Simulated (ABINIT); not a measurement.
## MgO (Fm-3m): refractive index against wavelength

The refractive index of MgO (Fm-3m) below the direct gap (4.73 eV on the mesh) is read from one computed spectrum, n = √(Re ε).

Cell: a, b, c = 2.982, 2.982, 2.982 Å (primitive vectors), 2 atoms.

Method: ABINIT 10.8.3, PBE, independent particles, k-mesh 14×14×14, Lorentzian half width 0.05 eV.

Launch of the response step: `optic optic.abi`. The run took 18 s, its band step included, on 4 threads of AMD EPYC 9R45 96-Core Processor (Zen 5), with other jobs on the host.

| wavelength (nm) | photon energy E (eV) | n |
| --- | --- | --- |
| 850 | 1.459 | 1.7934 |
| 700 | 1.771 | 1.7998 |
| 633 | 1.959 | 1.8044 |
| 532 | 2.331 | 1.8152 |
| 450 | 2.755 | 1.8309 |
| 405 | 3.061 | 1.8450 |
| 365 | 3.397 | ? |

In the single-oscillator model n² − 1 = E₀E_d/(E₀² − E²), so 1/(n² − 1) = E₀/E_d − E²/(E₀E_d) is linear in E².

Working, on the rows shown:

| x = E² (eV²) | y = 1/(n² − 1) |
| --- | --- |
| 2.12762 | 0.451206 |
| 3.13716 | 0.446572 |
| 3.83641 | 0.44329 |
| 5.43137 | 0.435739 |
| 7.59115 | 0.425135 |
| 9.37179 | 0.415969 |

Means: x̄ = 5.2493, ȳ = 0.43632. Σ(x − x̄)(y − ȳ) = -0.1882, Σ(x − x̄)² = 38.71. Slope = -0.1882 / 38.71 = -0.00486; intercept = ȳ − slope · x̄ = 0.46183. Turned back into n, the line misses the rows shown by at most 0.00049.

Q: Fill in the last column of the withheld row.

A: At x = 11.538 the line gives y = 0.40575, that is 1.8613. The run gave 1.8636, so the extrapolation is off by 0.0023, 3 % of the range in the table.

Refitted with all rows, the slope is -0.004963 and the intercept 0.46227. These give E₀ = √(intercept/−slope) = 9.65 eV and E_d = E₀/intercept = 20.9 eV; E₀ is 2.0 times the direct gap. The electronic limit at long wavelengths, without lattice vibrations, is n = √(1 + 1/intercept) = 1.779. The cell comes from an older database entry, whose edges can be off by a per cent or so. Excitons are left out and so are local fields; PBE gaps are as a rule too small. The values come from a sum over the points of one k-mesh and carry its error, which grows as the direct gap shrinks.
